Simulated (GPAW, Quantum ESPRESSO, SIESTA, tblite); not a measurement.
## Finding the fault: tblite, C(111) slab, H on the bottom face (176 atoms)

Program: tblite 0.8.0, a calculation on a cell of 160 C and 16 H, with vacuum.

Input file run.py:

```python
import numpy as np
from ase.io import read
from tblite.ase import TBLite

atoms = read("structure.xyz")
atoms.calc = TBLite(method="GFN3-xTB", electronic_temperature=580, accuracy=1.0, max_iterations=250, mixer_damping=0.4, verbosity=1)
energy = atoms.get_potential_energy()
forces = atoms.get_forces()
print(f"energy {energy:.6f} eV")
print("forces (eV/A)")
for i, (a, f) in enumerate(zip(atoms, forces)):
    print(f"{i:4d} {a.symbol:2s} {f[0]:10.5f} {f[1]:10.5f} {f[2]:10.5f}")
print("charges (e)")
print(np.array2string(atoms.get_charges(), precision=4, suppress_small=True, max_line_width=110, threshold=100000))
```

Input file structure.xyz:

```xyz
176
Lattice="10.08900 0.00000 0.00000 -5.04450 8.73733 0.00000 0.00000 0.00000 19.84249" Properties=species:S:1:pos:R:3 pbc="T T T"
C -1.23277 8.01318 6.60755
C 2.52114 0.02079 6.04601
C -2.53088 7.28702 8.58942
C -1.16296 8.02576 8.14495
C 2.54505 0.01188 10.66514
C -2.54944 7.22918 10.18257
C -1.24024 7.99955 12.79424
C 2.54293 0.03740 12.39739
C -2.49309 7.29672 14.80647
C -1.19661 8.01536 14.43640
[... 162 atom lines left out ...]
H 6.27692 6.55780 4.98344
H 6.32288 2.20775 4.97550
H 7.55313 4.37705 4.99753
H 8.79549 2.18538 5.03920
```

On the command line:

```console
$ OMP_NUM_THREADS=1 python run.py > output.txt
```

What it wrote:

```text
tblite.exceptions.TBLiteValueError: Method 'GFN3-xTB' is not available for this calculator
```

Run time: 0.75 s. Hardware: 1 thread of Arm Neoverse N1, shared host; peak memory 0.09 GiB.

Banners, paths, timers and routine set-up lines are dropped from the logs unmarked, and long logs keep their key lines alone; longer cuts are marked.

Q: Find the fault and mend it.

An unknown method: method GFN3-xTB. Mend: name a method that the program has, such as GFN1-xTB or GFN2-xTB.

The program stopped at the start.

[Also dropped from logs without a mark: logging warnings of Python, and SIESTA's first energy breakdown and zero terms.]

[Logs are printed without paths, hosts, clocks, repeated set-up lines and the standing remarks that a program may print on its own settings, such as how far it seeks lower states.]

[Hosts, paths, dates, database ids (printed as entryN), source tags and the programs' standing remarks are cut or masked in the printed files.]
